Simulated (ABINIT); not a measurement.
**RbSrCl3 (Pm-3m): zone-centre phonons**

Aim: the zone-centre modes of RbSrCl3 (Pm-3m).

Main program and level: ABINIT 10.8.3; DFT LDA, scalar-relativistic, plane waves, PseudoDojo norm-conserving pseudopotentials.

The structure was built from a prototype and need not be the compound's stable phase.

**1. Starting point**

The structure is cubic, space group Pm-3m (No. 221). The conventional cell has a = 5.860 Å, b = 5.860 Å, c = 5.860 Å, α = 90.00°, β = 90.00°, γ = 90.00°. Nearest to Rb lie 12 Cl at 4.14 Å. Nearest to Sr lie 6 Cl at 2.93 Å. Cl has 2 Sr at 2.93 Å and 4 Rb at 4.14 Å nearest. Farther neighbours and most contacts between anions are not listed.

**2. A first look**

A first run with smearing and empty bands tells whether the crystal has a gap, which decides between fixed occupations and smearing later on.

The input, probe.abi:

```
# ground state
tolvrs 1.0d-08
prtden 1
prtwf 1

# basis, mesh and filling
ecut 28.0
ngkpt 4 4 4
nshiftk 1
shiftk 0.0 0.0 0.0
istwfk *1
occopt 7
tsmear 0.005
nband 29
nstep 100
diemac 9.0
prtebands 0
prtgsr 0
useylm 1

# cell and atoms
acell 3*1.0 Angstrom
rprim 
    5.8604 0.0 0.0
    0.0 5.8604 0.0
    0.0 0.0 5.8604
ntypat 3
znucl 37 38 17
natom 5
typat 1 2 3 3 3
xred 
    0.0 0.0 0.0
    0.5 0.5 0.5
    0.5 0.5 0.0
    0.5 0.0 0.5
    0.0 0.5 0.5
pp_dirpath "./pseudo"
pseudos "Rb.upf, Sr.upf, Cl.upf"
```

Launch:

```console
> OMP_NUM_THREADS=1 mpirun -n 4 abinit probe.abi > probe.log
```

Numbers of over 12 decimals in the logs are rounded to 6 here.

probe.abo, the main output file:

```text
[banners, grids, parts of the stress and lines that vanish by symmetry left out]
- input  file    -> probe.abi
- output file    -> probe.abo
- root for input  files -> probei
[...]
Symmetries : space group Pm -3 m (#221); Bravais cP (primitive cubic)
[...]
mpw =        9633          nfft =      157464          nkpt =          10
[...]
== DATASET  1 ==================================================================
[...]
cutoff_energies: {ecut:  28.0, pawecutdg:  -1.0, }
[...]
ETOT  1  -110.89376103535    -1.109E+02 2.655E-02 2.611E+02
 ETOT  2  -110.95806629823    -6.431E-02 1.244E-02 4.745E+01
 ETOT  3  -110.96824702697    -1.018E-02 2.371E-03 1.283E+01
 ETOT  4  -110.96879943920    -5.524E-04 2.046E-03 4.311E-01
 ETOT  5  -110.96881300729    -1.357E-05 6.808E-04 1.687E-02
[...]
ETOT  9  -110.96881404420    -8.887E-11 1.022E-04 1.065E-08
 ETOT 10  -110.96881404421    -3.340E-12 1.642E-04 2.685E-10
 At SCF step   10       vres2   =  2.68E-10 < tolvrs=  1.00E-08 =>converged.
[...]
sigma(1 1)=  1.16595062E-04  sigma(3 2)=  0.00000000E+00
  sigma(2 2)=  1.16595062E-04  sigma(3 1)=  0.00000000E+00
  sigma(3 3)=  1.16595062E-04  sigma(2 1)=  0.00000000E+00
[...]
convergence: {deltae: -3.340E-12, res2:  2.685E-10, residm:  1.642E-04, diffor: null, }
etotal    :  -1.10968814E+02
[...]
sigma(1 1)=  1.16595062E-04  sigma(3 2)=  0.00000000E+00
  sigma(2 2)=  1.16595062E-04  sigma(3 1)=  0.00000000E+00
  sigma(3 3)=  1.16595062E-04  sigma(2 1)=  0.00000000E+00
[...]
- sigma(1 1)=  3.43034516E+00  sigma(3 2)=  0.00000000E+00
- sigma(2 2)=  3.43034516E+00  sigma(3 1)=  0.00000000E+00
- sigma(3 3)=  3.43034516E+00  sigma(2 1)=  0.00000000E+00
[...]
fcart     -0.0000000000E+00 -0.0000000000E+00 -0.0000000000E+00
           strten      1.1659506218E-04  1.1659506218E-04  1.1659506218E-04
================================================================================

[key lines of the parts left out:]
pressure_GPa:  -3.4303E+00
```

Elapsed: 31 s, on 4 MPI ranks of Arm Neoverse V2, shared host.

This step gave:

```yaml
volume_per_atom: 40.25 Å³
pressure: -3.430 GPa
gap_on_the_k_mesh: 4.046 eV
```

A gap of 4.0 eV opens on this mesh, so the crystal is taken as an insulator; the printed pressure holds the stress of the finite basis too.

**3. Rough relaxation**

The typed start is rough, so a first relaxation with smearing and loose thresholds takes it towards rest cheaply.

The input, prerelax.abi:

```
# relaxation
ionmov 2
optcell 2
dilatmx 1.15
chkdilatmx 0
ntime 40
tolmxf 3.0d-04
tolvrs 1.0d-10
prtwf 0
prtden 0
chksymtnons 0

# basis, mesh and filling
ecut 29.0
ecutsm 3.0
ngkpt 4 4 4
nshiftk 1
shiftk 0.0 0.0 0.0
istwfk *1
occopt 7
tsmear 0.005
nband 29
nstep 100
diemac 9.0
prtebands 0
prtgsr 0
useylm 1

# cell and atoms
acell 3*1.0 Angstrom
rprim 
    5.8604 0.0 0.0
    0.0 5.8604 0.0
    0.0 0.0 5.8604
ntypat 3
znucl 37 38 17
natom 5
typat 1 2 3 3 3
xred 
    0.0 0.0 0.0
    0.5 0.5 0.5
    0.5 0.5 0.0
    0.5 0.0 0.5
    0.0 0.5 0.5
pp_dirpath "./pseudo"
pseudos "Rb.upf, Sr.upf, Cl.upf"
```

Launch:

```console
> OMP_NUM_THREADS=1 mpirun -n 4 abinit prerelax.abi > prerelax.log
```

prerelax.abo, the main output file:

```text
[banners, grids, parts of the stress and lines that vanish by symmetry left out]
- input  file    -> prerelax.abi
- output file    -> prerelax.abo
- root for input  files -> prerelaxi
[...]
Symmetries : space group Pm -3 m (#221); Bravais cP (primitive cubic)
[...]
mpw =       15515          nfft =      262144          nkpt =          10
[...]
== DATASET  1 ==================================================================
[...]
cutoff_energies: {ecut:  29.0, pawecutdg:  -1.0, }
[...]
ETOT  1  -110.89254131175    -1.109E+02 2.675E-02 4.285E+02
 ETOT  2  -110.95830918937    -6.577E-02 6.808E-03 7.713E+01
 ETOT  3  -110.96811443930    -9.805E-03 1.803E-03 2.153E+01
 ETOT  4  -110.96867634095    -5.619E-04 1.593E-03 7.042E-01
 ETOT  5  -110.96869058325    -1.424E-05 1.071E-03 3.718E-02
[...]
At SCF step   11       vres2   =  3.16E-11 < tolvrs=  1.00E-10 =>converged.
[...]
ETOT 10  -110.98516588995    -6.381E-12 4.383E-05 5.122E-11
 At SCF step   10       vres2   =  5.12E-11 < tolvrs=  1.00E-10 =>converged.
[...]
sigma(1 1)=  2.39835232E-06  sigma(3 2)=  0.00000000E+00
  sigma(2 2)=  2.39835232E-06  sigma(3 1)=  0.00000000E+00
  sigma(3 3)=  2.39835232E-06  sigma(2 1)=  0.00000000E+00
[...]
convergence: {deltae: -6.381E-12, res2:  5.122E-11, residm:  4.383E-05, diffor: null, }
etotal    :  -1.10985166E+02
[...]
At Broyd/MD step   5, gradients are converged :
[...]
sigma(1 1)=  2.39835232E-06  sigma(3 2)=  0.00000000E+00
  sigma(2 2)=  2.39835232E-06  sigma(3 1)=  0.00000000E+00
  sigma(3 3)=  2.39835232E-06  sigma(2 1)=  0.00000000E+00
[...]
- sigma(1 1)=  7.05619614E-02  sigma(3 2)=  0.00000000E+00
- sigma(2 2)=  7.05619614E-02  sigma(3 1)=  0.00000000E+00
- sigma(3 3)=  7.05619614E-02  sigma(2 1)=  0.00000000E+00
[...]
fcart     -0.0000000000E+00 -0.0000000000E+00 -0.0000000000E+00
           strten      2.3983523213E-06  2.3983523213E-06  2.3983523213E-06
================================================================================

[key lines of the parts left out:]
pressure_GPa:  -7.0562E-02
Total energy (etotal) [Ha]= -1.10985165889950E+02
```

The job ended after 3.4 min (4 MPI ranks).

The steps of the relaxation:

```
step  energy less that of the first step (eV)  largest force (eV/Å)  volume (Å³)
   1                                   0.0000                0.0000       201.27
   2                                  -0.0418                0.0000       199.23
   3                                  -0.3589                0.0000       153.08
   4                                  -0.4409                0.0000       169.35
   5                                  -0.4483                0.0000       165.86
```

| conventional cell, symmetrised | before | after | change |
| --- | --- | --- | --- |
| a (Å) | 5.860 | 5.494 | -6.2 % |
| b (Å) | 5.860 | 5.494 | -6.2 % |
| c (Å) | 5.860 | 5.494 | -6.2 % |
| volume (Å³/atom) | 40.25 | 33.17 | -17.6 % |

Final coordinates:

```cif
data_structure
_symmetry_space_group_name_H-M 'P 1'
_symmetry_Int_Tables_number 1
_cell_length_a 5.4943
_cell_length_b 5.4943
_cell_length_c 5.4943
_cell_angle_alpha 90.000
_cell_angle_beta 90.000
_cell_angle_gamma 90.000
_cell_volume 165.86
loop_
_atom_site_label
_atom_site_type_symbol
_atom_site_fract_x
_atom_site_fract_y
_atom_site_fract_z
_atom_site_occupancy
Rb1 Rb 0.00000 0.00000 0.00000 1
Sr2 Sr 0.50000 0.50000 0.50000 1
Cl3 Cl 0.50000 0.50000 0.00000 1
Cl4 Cl 0.50000 0.00000 0.50000 1
Cl5 Cl 0.00000 0.50000 0.50000 1
```

Numbers from this step:

```
volume per atom   : 33.17 Å³
pressure          : -0.07056 GPa
gap on the k-mesh : 4.441 eV
```

The volume changes by -17.6 % in this run and stands -17.6 % from the first cell.

**4. Rough relaxation**

The cell changed much, so the rough relaxation is repeated on a basis made for the new cell.

prerelax.abi: that of step 3 with these lines changed.

```diff
@@ -31,5 +31,5 @@
 rprim 
-    5.8604 0.0 0.0
-    0.0 5.8604 0.0
-    0.0 0.0 5.8604
+    5.494291915 0.0 0.0
+    0.0 5.494291915 0.0
+    0.0 0.0 5.494291915
 ntypat 3
```

prerelax.abo, the main output file:

```text
[banners, grids, parts of the stress and lines that vanish by symmetry left out]
- input  file    -> prerelax.abi
- output file    -> prerelax.abo
- root for input  files -> prerelaxi
[...]
Symmetries : space group Pm -3 m (#221); Bravais cP (primitive cubic)
[...]
mpw =       12797          nfft =      216000          nkpt =          10
[...]
== DATASET  1 ==================================================================
[...]
cutoff_energies: {ecut:  29.0, pawecutdg:  -1.0, }
[...]
ETOT  1  -110.91718626795    -1.109E+02 2.758E-02 3.902E+02
 ETOT  2  -110.97722426494    -6.004E-02 2.613E-02 6.828E+01
 ETOT  3  -110.98456270914    -7.338E-03 3.049E-03 1.890E+01
 ETOT  4  -110.98515761389    -5.949E-04 3.171E-03 2.399E-01
 ETOT  5  -110.98516567286    -8.059E-06 1.035E-03 4.163E-03
[...]
ETOT  9  -110.98516589632    -1.313E-11 5.973E-05 3.578E-09
 ETOT 10  -110.98516589633    -1.000E-11 4.574E-05 6.561E-11
 At SCF step   10       vres2   =  6.56E-11 < tolvrs=  1.00E-10 =>converged.
[...]
sigma(1 1)=  2.39833664E-06  sigma(3 2)=  0.00000000E+00
  sigma(2 2)=  2.39833664E-06  sigma(3 1)=  0.00000000E+00
  sigma(3 3)=  2.39833664E-06  sigma(2 1)=  0.00000000E+00
[...]
convergence: {deltae: -1.000E-11, res2:  6.561E-11, residm:  4.574E-05, diffor: null, }
etotal    :  -1.10985166E+02
[...]
At Broyd/MD step   1, gradients are converged :
[...]
sigma(1 1)=  2.39833664E-06  sigma(3 2)=  0.00000000E+00
  sigma(2 2)=  2.39833664E-06  sigma(3 1)=  0.00000000E+00
  sigma(3 3)=  2.39833664E-06  sigma(2 1)=  0.00000000E+00
[...]
- sigma(1 1)=  7.05615000E-02  sigma(3 2)=  0.00000000E+00
- sigma(2 2)=  7.05615000E-02  sigma(3 1)=  0.00000000E+00
- sigma(3 3)=  7.05615000E-02  sigma(2 1)=  0.00000000E+00
[...]
fcart     -0.0000000000E+00 -0.0000000000E+00 -0.0000000000E+00
           strten      2.3983366383E-06  2.3983366383E-06  2.3983366383E-06
================================================================================

[key lines of the parts left out:]
pressure_GPa:  -7.0562E-02
Total energy (etotal) [Ha]= -1.10985165896327E+02
```

Wall time 39 s (4 MPI ranks).

Little changed from the start: no atom moved by 0.005 Å and no cell edge by 0.1 %.

The volume changes by +0.0 % in this run and stands -17.6 % from the first cell.

**5. Relaxation**

The harmonic expansion needs vanishing forces, and a free crystal bears no stress, so cell and atoms are brought to rest. Stress is more sensitive to the basis than forces are: the last 3 Ha under the cutoff are smoothed with ecutsm, and the cutoff is raised above that of the later runs.

The input, relax.abi:

```
# relaxation
ionmov 2
optcell 2
dilatmx 1.08
ntime 40
tolmxf 1.0d-05
tolvrs 1.0d-14
prtwf 0
prtden 0
chksymtnons 0

# basis, mesh and filling
ecut 35.0
ecutsm 3.0
ngkpt 4 4 4
nshiftk 1
shiftk 0.0 0.0 0.0
istwfk *1
occopt 1
nband 20
nstep 100
diemac 9.0
prtebands 0
prtgsr 0
useylm 1

# cell and atoms
acell 3*1.0 Angstrom
rprim 
    5.494291919 0.0 0.0
    0.0 5.494291919 0.0
    0.0 0.0 5.494291919
ntypat 3
znucl 37 38 17
natom 5
typat 1 2 3 3 3
xred 
    0.0 0.0 0.0
    0.5 0.5 0.5
    0.5 0.5 0.0
    0.5 0.0 0.5
    0.0 0.5 0.5
pp_dirpath "./pseudo"
pseudos "Rb.upf, Sr.upf, Cl.upf"
```

Launch:

```console
> OMP_NUM_THREADS=1 mpirun -n 4 abinit relax.abi > relax.log
```

relax.abo, the main output file:

```text
[banners, grids, parts of the stress and lines that vanish by symmetry left out]
- input  file    -> relax.abi
- output file    -> relax.abo
- root for input  files -> relaxi
[...]
Symmetries : space group Pm -3 m (#221); Bravais cP (primitive cubic)
[...]
mpw =       13992          nfft =      216000          nkpt =          10
[...]
== DATASET  1 ==================================================================
[...]
cutoff_energies: {ecut:  35.0, pawecutdg:  -1.0, }
[...]
ETOT  1  -110.87822063538    -1.109E+02 1.233E-01 3.260E+02
 ETOT  2  -110.98214757066    -1.039E-01 1.014E-04 5.147E+01
 ETOT  3  -110.98507889321    -2.931E-03 5.045E-05 1.813E+01
 ETOT  4  -110.98572621914    -6.473E-04 3.251E-06 2.714E-01
 ETOT  5  -110.98575119336    -2.497E-05 9.853E-07 3.071E-02
[...]
At SCF step   14       vres2   =  2.47E-16 < tolvrs=  1.00E-14 =>converged.
[...]
sigma(1 1)=  2.39511457E-06  sigma(3 2)=  0.00000000E+00
  sigma(2 2)=  2.39511457E-06  sigma(3 1)=  0.00000000E+00
  sigma(3 3)=  2.39511457E-06  sigma(2 1)=  0.00000000E+00
[...]
convergence: {deltae: -3.084E-12, res2:  2.468E-16, residm:  6.832E-20, diffor: null, }
etotal    :  -1.10985752E+02
[...]
ETOT  1  -110.98575240676    -1.110E+02 8.166E-12 6.608E-03
[...]
At SCF step   10       vres2   =  7.03E-15 < tolvrs=  1.00E-14 =>converged.
[...]
sigma(1 1)=  2.20052003E-06  sigma(3 2)=  0.00000000E+00
  sigma(2 2)=  2.20052003E-06  sigma(3 1)=  0.00000000E+00
  sigma(3 3)=  2.20052003E-06  sigma(2 1)=  0.00000000E+00
[...]
convergence: {deltae:  8.015E-12, res2:  7.034E-15, residm:  1.091E-19, diffor: null, }
etotal    :  -1.10985753E+02
[...]
ETOT  1  -110.98570536779    -1.110E+02 7.311E-09 8.392E-01
[...]
ETOT 10  -110.98575578642     4.619E-12 1.414E-17 8.957E-13
 ETOT 11  -110.98575578642    -4.235E-12 1.945E-19 6.717E-15
 At SCF step   11       vres2   =  6.72E-15 < tolvrs=  1.00E-14 =>converged.
[...]
sigma(1 1)= -8.86645722E-09  sigma(3 2)=  0.00000000E+00
  sigma(2 2)= -8.86645722E-09  sigma(3 1)=  0.00000000E+00
  sigma(3 3)= -8.86645721E-09  sigma(2 1)=  0.00000000E+00
[...]
convergence: {deltae: -4.235E-12, res2:  6.717E-15, residm:  1.945E-19, diffor: null, }
etotal    :  -1.10985756E+02
[...]
At Broyd/MD step   3, gradients are converged :
[...]
sigma(1 1)= -8.86645722E-09  sigma(3 2)=  0.00000000E+00
  sigma(2 2)= -8.86645722E-09  sigma(3 1)=  0.00000000E+00
  sigma(3 3)= -8.86645721E-09  sigma(2 1)=  0.00000000E+00
[...]
- sigma(1 1)= -2.60860177E-04  sigma(3 2)=  0.00000000E+00
- sigma(2 2)= -2.60860177E-04  sigma(3 1)=  0.00000000E+00
- sigma(3 3)= -2.60860177E-04  sigma(2 1)=  0.00000000E+00
[...]
fcart     -0.0000000000E+00 -0.0000000000E+00 -0.0000000000E+00
           strten     -8.8664572160E-09 -8.8664572164E-09 -8.8664572143E-09
================================================================================

[key lines of the parts left out:]
pressure_GPa:   2.6086E-04
Total energy (etotal) [Ha]= -1.10985755786421E+02
```

Wall time 88 s (4 MPI ranks).

Little changed from the start: no atom moved by 0.005 Å and no cell edge by 0.1 %.

Numbers from this step:

```
volume per atom : 33.08 Å³
pressure        : 2.61e-4 GPa
```

The volume changes by -0.3 % in this run and stands -17.8 % from the first cell.

**6. Ground state**

First-order wavefunctions inherit every error of the ground state, hence the very tight tolvrs.

The input, gs.abi:

```
# ground state
tolvrs 1.0d-16
prtden 1
prtwf 1

# basis, mesh and filling
ecut 28.0
ngkpt 4 4 4
nshiftk 1
shiftk 0.0 0.0 0.0
istwfk *1
occopt 1
nband 20
nstep 100
diemac 9.0
prtebands 0
prtgsr 0
useylm 1

# cell and atoms
acell 3*1.0 Angstrom
rprim 
    5.489444648 0.0 0.0
    0.0 5.489444648 0.0
    0.0 0.0 5.489444648
ntypat 3
znucl 37 38 17
natom 5
typat 1 2 3 3 3
xred 
    0.0 0.0 0.0
    0.5 0.5 0.5
    0.5 0.5 0.0
    0.5 0.0 0.5
    0.0 0.5 0.5
pp_dirpath "./pseudo"
pseudos "Rb.upf, Sr.upf, Cl.upf"
```

Launch:

```console
> OMP_NUM_THREADS=1 mpirun -n 4 abinit gs.abi > gs.log
```

gs.abo, the main output file:

```text
[banners, grids, parts of the stress and lines that vanish by symmetry left out]
- input  file    -> gs.abi
- output file    -> gs.abo
- root for input  files -> gsi
[...]
Symmetries : space group Pm -3 m (#221); Bravais cP (primitive cubic)
[...]
mpw =        7945          nfft =      125000          nkpt =          10
[...]
== DATASET  1 ==================================================================
[...]
cutoff_energies: {ecut:  28.0, pawecutdg:  -1.0, }
[...]
ETOT  1  -110.90569191809    -1.109E+02 8.014E-02 2.025E+02
 ETOT  2  -110.98068261515    -7.499E-02 2.304E-05 3.128E+01
 ETOT  3  -110.98463109918    -3.948E-03 6.686E-05 1.054E+01
 ETOT  4  -110.98528298488    -6.519E-04 3.030E-06 1.286E-01
 ETOT  5  -110.98529604144    -1.306E-05 6.231E-07 1.241E-02
[...]
ETOT 13  -110.98529685686    -8.214E-12 5.222E-20 5.419E-15
 ETOT 14  -110.98529685685     6.366E-12 4.109E-20 7.763E-17
 At SCF step   14       vres2   =  7.76E-17 < tolvrs=  1.00E-16 =>converged.
[...]
sigma(1 1)=  4.28599849E-06  sigma(3 2)=  0.00000000E+00
  sigma(2 2)=  4.28599849E-06  sigma(3 1)=  0.00000000E+00
  sigma(3 3)=  4.28599849E-06  sigma(2 1)=  0.00000000E+00
[...]
convergence: {deltae:  6.366E-12, res2:  7.763E-17, residm:  4.109E-20, diffor: null, }
etotal    :  -1.10985297E+02
[...]
sigma(1 1)=  4.28599849E-06  sigma(3 2)=  0.00000000E+00
  sigma(2 2)=  4.28599849E-06  sigma(3 1)=  0.00000000E+00
  sigma(3 3)=  4.28599849E-06  sigma(2 1)=  0.00000000E+00
[...]
- sigma(1 1)=  1.26098429E-01  sigma(3 2)=  0.00000000E+00
- sigma(2 2)=  1.26098429E-01  sigma(3 1)=  0.00000000E+00
- sigma(3 3)=  1.26098429E-01  sigma(2 1)=  0.00000000E+00
[...]
fcart     -0.0000000000E+00 -0.0000000000E+00 -0.0000000000E+00
           strten      4.2859984912E-06  4.2859984912E-06  4.2859984912E-06
================================================================================

[key lines of the parts left out:]
pressure_GPa:  -1.2610E-01
```

Wall time 22 s (4 MPI ranks); 88 s of CPU time.

This step gave:

| Property | Result |
| --- | --- |
| pressure | -0.1261 GPa |

The cell stands at -0.13 GPa: the relaxation ran with a smoothed and higher cutoff, and the difference is a stress of the finite basis.

**7. Empty bands**

Empty bands on the ground state's density check that the gap assumed so far is there in this cell.

The input, gap.abi:

```
# empty bands on the ground state's density
iscf -2
getden_filepath "gso_DEN"
tolwfr 1.0d-12
nbdbuf 2
prtwf 0

# basis, mesh and filling
ecut 28.0
ngkpt 4 4 4
nshiftk 1
shiftk 0.0 0.0 0.0
istwfk *1
occopt 1
nband 24
nstep 100
diemac 9.0
prtebands 0
prtgsr 0
useylm 1

# cell and atoms
acell 3*1.0 Angstrom
rprim 
    5.489444648 0.0 0.0
    0.0 5.489444648 0.0
    0.0 0.0 5.489444648
ntypat 3
znucl 37 38 17
natom 5
typat 1 2 3 3 3
xred 
    0.0 0.0 0.0
    0.5 0.5 0.5
    0.5 0.5 0.0
    0.5 0.0 0.5
    0.0 0.5 0.5
pp_dirpath "./pseudo"
pseudos "Rb.upf, Sr.upf, Cl.upf"
```

Launch:

```console
> OMP_NUM_THREADS=1 mpirun -n 4 abinit gap.abi > gap.log
```

gap.abo, the main output file:

```text
[banners, grids, parts of the stress and lines that vanish by symmetry left out]
- input  file    -> gap.abi
- output file    -> gap.abo
- root for input  files -> gapi
[...]
Symmetries : space group Pm -3 m (#221); Bravais cP (primitive cubic)
[...]
mpw =        7945          nfft =      125000          nkpt =          10
[...]
== DATASET  1 ==================================================================
[...]
cutoff_energies: {ecut:  28.0, pawecutdg:  -1.0, }
[...]
-outvars: echo values of variables after computation
            acell      1.8897261259E+00  1.8897261259E+00  1.8897261259E+00 Bohr
================================================================================
```

It took 19 s on 4 MPI ranks; 74 s of CPU time.

This step gave:

| Property | Result |
| --- | --- |
| gap on the k-mesh | 4.446 eV |

In this cell the gap on the mesh is 4.4 eV, indirect (smallest direct 4.6 eV), so fixed occupations hold.

(Continued in part 2 of 2.)

[Host names and launcher messages were left out of these logs when they were recorded.]

[Logs are printed without paths, hosts, clocks, repeated set-up lines and the standing remarks that a program may print on its own settings, such as how far it seeks lower states.]

[Hosts, paths, dates, database ids (printed as entryN), source tags and the programs' standing remarks are cut or masked in the printed files.]
